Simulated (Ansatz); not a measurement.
# Changed inputs in constrained RPA: BaAgS3 (cubic perovskite) (Pm-3m)

Aim: hold the target of a cRPA run on BaAgS3 (cubic perovskite) (Pm-3m) and move one thing at a time.

Program: Ansatz 0.2.0. Level of theory: constrained RPA on PBEsol, plane waves, PAW. Results are calculated unless marked as measured.

Most raw output is cut from this account.

The structure was built from a prototype and need not be the compound's stable phase.

## 1. The starting structure

Symmetry: Pm-3m, No. 221, cubic system. The conventional cell has a = 4.843 Å, b = 4.843 Å, c = 4.843 Å, α = 90.00°, β = 90.00°, γ = 90.00°. Nearest to Ba lie 12 S at 3.42 Å. Ag has 6 S at 2.42 Å nearest. S has 2 Ag at 2.42 Å and 4 Ba at 3.42 Å nearest. Farther neighbours and most contacts between anions are not listed.

The structure was relaxed with PBEsol. The structure type comes from a generator and need not be one that this composition takes. The structure was generated from a model, not taken from a measurement. The runs that relaxed it are not among those shown. The program's search for lower electronic states was switched off, so nothing shows that the state found is the lowest. Spin-orbit coupling is left out unless a step names it. The default PAW set here is soft_2. Its files were made with PBE.

## 2. Base: Ag d + anion p, bands v13 to c1, 4×4×4 mesh, medium accuracy

Constrained RPA screens the interaction with every transition except those inside the target bands, which a later many-body model would treat itself.

Contents of input.yaml:

```yaml
crystal:
  lattice:
    - [0.0, -4.84262553, 0.0]
    - [0.0, 0.0, 4.84262553]
    - [-4.84262553, 0.0, 0.0]
  atoms:
    - { symbol: Ba, position: [0.0, 0.0, 0.0] }
    - { symbol: Ag, position: [0.5, 0.5, 0.5] }
    - { symbol: S, position: [0.5, 0.5, 0.0] }
    - { symbol: S, position: [0.5, 0.0, 0.5] }
    - { symbol: S, position: [0.0, 0.5, 0.5] }
kpoints:
  mp_grid: { grid: [6, 6, 6] }
hamiltonian:
  xc: pbesol
scf:
  occupations: { method: gaussian, width: 0.08 }
  n_extra_bands: 19
  max_iter: 150
  lower_state_search: "off"
output:
  crpa:
    kmesh: [4, 4, 4]
    target_bands: [v13, c1]
    projections: [{ species: Ag, l: d, shell: 4 }, { species: S, l: p, shell: 3 }]
  local_orbitals:
    kmesh: [8, 8, 8]
    orbitals: [{ species: Ag, l: d, shell: 4 }, { species: S, l: p, shell: 3 }]
    window: { bands: [v13, c1] }
    seedname: lo
```

Launch:

```sh
> ansatz run input.yaml --threads 4 --pin off --max-ram 9216MiB --backend cpu --events-out ev --progress --plain --runs-dir out
```

It took 15 min on 4 threads of AMD EPYC 7R43, shared host; peak memory 1 GiB; 52 min of CPU time.

Numbers from this step:

```
U                                                 : 6.472 eV
U prime (inter-orbital)                           : 5.370 eV
J                                                 : 0.5476 eV
bare V                                            : 18.62 eV
bare J                                            : 0.7062 eV
stated bound on U                                 : 0.007715 eV
U over bare V                                     : 0.3476
electrons in the window                           : 25.00
head of the constrained inverse dielectric matrix : 0.2548
least eigenvalue of the projection's overlap      : 0.6347
target functions                                  : 14
bands in the sums                                 : 50
r.m.s. miss of the model bands                    : 3.32e-4 eV
width of the target bands                         : 8.905 eV
weight of the projected orbitals in the window    : 0.9411
```

On the Ag d shell, screening brings the on-site interaction from 18.6 eV down to U = 6.47 eV.

## 3. Changed: 2×2×2 mesh

input.yaml, the sections that differ from step 2:

```yaml
output:
  crpa:
    kmesh: [2, 2, 2]
    target_bands: [v13, c1]
    projections: [{ species: Ag, l: d, shell: 4 }, { species: S, l: p, shell: 3 }]
# crystal, kpoints, hamiltonian, scf: as in step 2
```

It took 75 s on 4 threads; peak memory 0.93 GiB; 4.1 min of CPU time.

This step gave:

| Item | Value |
| --- | --- |
| U | 6.344 eV |
| U prime (inter-orbital) | 5.236 eV |
| J | 0.5501 eV |
| bare V | 18.74 eV |
| bare J | 0.7102 eV |
| stated bound on U | 0.006831 eV |
| U over bare V | 0.3385 |
| electrons in the window | 25 |
| head of the constrained inverse dielectric matrix | 0.2241 |
| least eigenvalue of the projection's overlap | 0.6347 |
| target functions | 14 |
| bands in the sums | 50 |
| width of the target bands | 8.905 eV |
| weight of the projected orbitals in the window | 0.9411 |

On the Ag d shell, screening brings the on-site interaction from 18.7 eV down to U = 6.34 eV.

## 4. Changed: smooth pair densities

Edit input.yaml of step 3 so:

```diff
@@ -22,4 +22,5 @@
   crpa:
-    kmesh: [2, 2, 2]
+    kmesh: [4, 4, 4]
     target_bands: [v13, c1]
     projections: [{ species: Ag, l: d, shell: 4 }, { species: S, l: p, shell: 3 }]
+    pair_densities: pseudo
```

Wall time 14 min (4 threads); peak memory 0.93 GiB.

Numbers from this step:

- U: 6.529 eV
- U prime (inter-orbital): 5.360 eV
- J: 0.5811 eV
- bare V: 18.62 eV
- bare J: 0.7062 eV
- stated bound on U: 0.004069 eV
- U over bare V: 0.3507
- electrons in the window: 25.00
- head of the constrained inverse dielectric matrix: 0.2550
- least eigenvalue of the projection's overlap: 0.6347
- target functions: 14
- bands in the sums: 50
- width of the target bands: 8.905 eV
- weight of the projected orbitals in the window: 0.9411

On the Ag d shell, screening brings the on-site interaction from 18.6 eV down to U = 6.53 eV.

## 5. Side by side

Times are wall times on 4 threads of AMD EPYC 7R43, shared host, good to a factor of about two.

```csv
run,bare V (eV),U (eV),J (eV),bound on U (eV),width (eV),time
target window,18.62,6.472,0.548,0.0077,8.90,15 min
2×2×2 mesh,18.74,6.344,0.550,0.0068,8.90,75 s
smooth pair densities,18.62,6.529,0.581,0.0041,8.90,14 min
```

## 6. Summary of results

- target window: U 6.47 eV, J 0.55 eV
- 2×2×2 mesh: U 6.34 eV, J 0.55 eV
- smooth pair densities: U 6.53 eV, J 0.58 eV

2×2×2 mesh moves U by −0.13 eV at 0.081 times the time. Smooth pair densities moves U by +0.06 eV. The printed bound covers the solver alone, not the mesh, and no denser mesh than the base was run. The parent state is non-magnetic and the interaction static (zero frequency); U depends on the window and the orbitals, so it belongs to this model alone. A window that holds the anion p bands defines a model with explicit ligands; its U belongs to that model and is not the U of DFT+U.

[Paths, hosts, dates, memory and timing lines, banners, echoed tables and standing remarks are left out of the program output.]

[Logs are printed without paths, hosts, clocks, repeated set-up lines and the standing remarks that a program may print on its own settings, such as how far it seeks lower states.]

[Runs of the session that timed out or met a known fault of the program may be left out.]

[Hosts, paths, dates, database ids (printed as entryN), source tags and the programs' standing remarks are cut or masked in the printed files.]
